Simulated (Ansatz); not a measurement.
An input for Ansatz 0.2.0 (SrWO4 (I4_1/a)):

```yaml
crystal:
  lattice:
    - [-2.7469063105, 2.7469063105, 6.0464008262]
    - [2.7469063105, -2.7469063105, 6.0464008262]
    - [2.7469063105, 2.7469063105, -6.0464008262]
  atoms:
    - { symbol: Sr, position: [0.75, 0.25, 0.5] }
    - { symbol: Sr, position: [0.0, 0.0, 0.0] }
    - { symbol: W, position: [0.25, 0.75, 0.5] }
    - { symbol: W, position: [0.5, 0.5, 0.0] }
    - { symbol: O, position: [0.4460117494, 0.8165829906, 0.0993598272] }
    - { symbol: O, position: [0.5665829906, 0.9672231634, 0.8705712412] }
    - { symbol: O, position: [0.0966519222, 0.6960117494, 0.1294287588] }
    - { symbol: O, position: [0.7172231634, 0.3466519222, 0.9006401728] }
    - { symbol: O, position: [0.0327768366, 0.9033480778, 0.5993598272] }
    - { symbol: O, position: [0.6533480778, 0.5539882506, 0.3705712412] }
    - { symbol: O, position: [0.1834170094, 0.2827768366, 0.6294287588] }
    - { symbol: O, position: [0.3039882506, 0.4334170094, 0.4006401728] }
kpoints:
  mp_grid: { grid: [6, 6, 6] }
  band_path:
    path:
      - [[0.0, 0.0, 0.0], [0.0, 0.0, 0.5], [0.25, 0.25, 0.25], [0.0, 0.5, 0.0], [0.0, 0.0, 0.0], [0.5, 0.5, -0.5], [0.30190101, 0.69809899, -0.30190101]]
      - [[-0.30190101, 0.30190101, 0.30190101], [0.0, 0.0, 0.0]]
      - [[0.0, 0.0, 0.5], [-0.10380202, 0.10380202, 0.5]]
      - [[0.5, 0.5, -0.10380202], [0.5, 0.5, -0.5]]
    npoints: 10
hamiltonian:
  xc: lda
scf:
  occupations: { method: fermi_dirac, width: 0.02 }
  n_extra_bands: 8
output:
  eigenvalues: true
basis:
  ecutwfc: 550.0
```

```sh
ansatz run input.yaml --threads 3 --pin off --max-ram 92160MiB --backend cuda --events-out ev --progress --plain --runs-dir out --devices 1 --max-vram 13GiB
```

**Question.** Estimate wall time and host memory on 1 × NVIDIA H100 80GB HBM3 (shared by 6 runs) with 3 threads of AMD EPYC 7R13 (Zen 3), shared host.

It took 17 s; on shared hardware allow 8.3 s to 33 s. Peak host memory was 1.00 GiB. The sizes that set the cost: 5351 plane waves a state, 36 irreducible k points and 7 SCF cycles.

[Paths, hosts, dates, memory and timing lines, banners, echoed tables and standing remarks are left out of the program output.]

[Logs are printed without paths, hosts, clocks, repeated set-up lines and the standing remarks that a program may print on its own settings, such as how far it seeks lower states.]

[Runs of the session that timed out or met a known fault of the program may be left out.]

[Cells called generated may have been cut or substituted from an entry of the Crystallography Open Database or the Materials Project.]

[Hosts, paths, dates, database ids (printed as entryN), source tags and the programs' standing remarks are cut or masked in the printed files.]
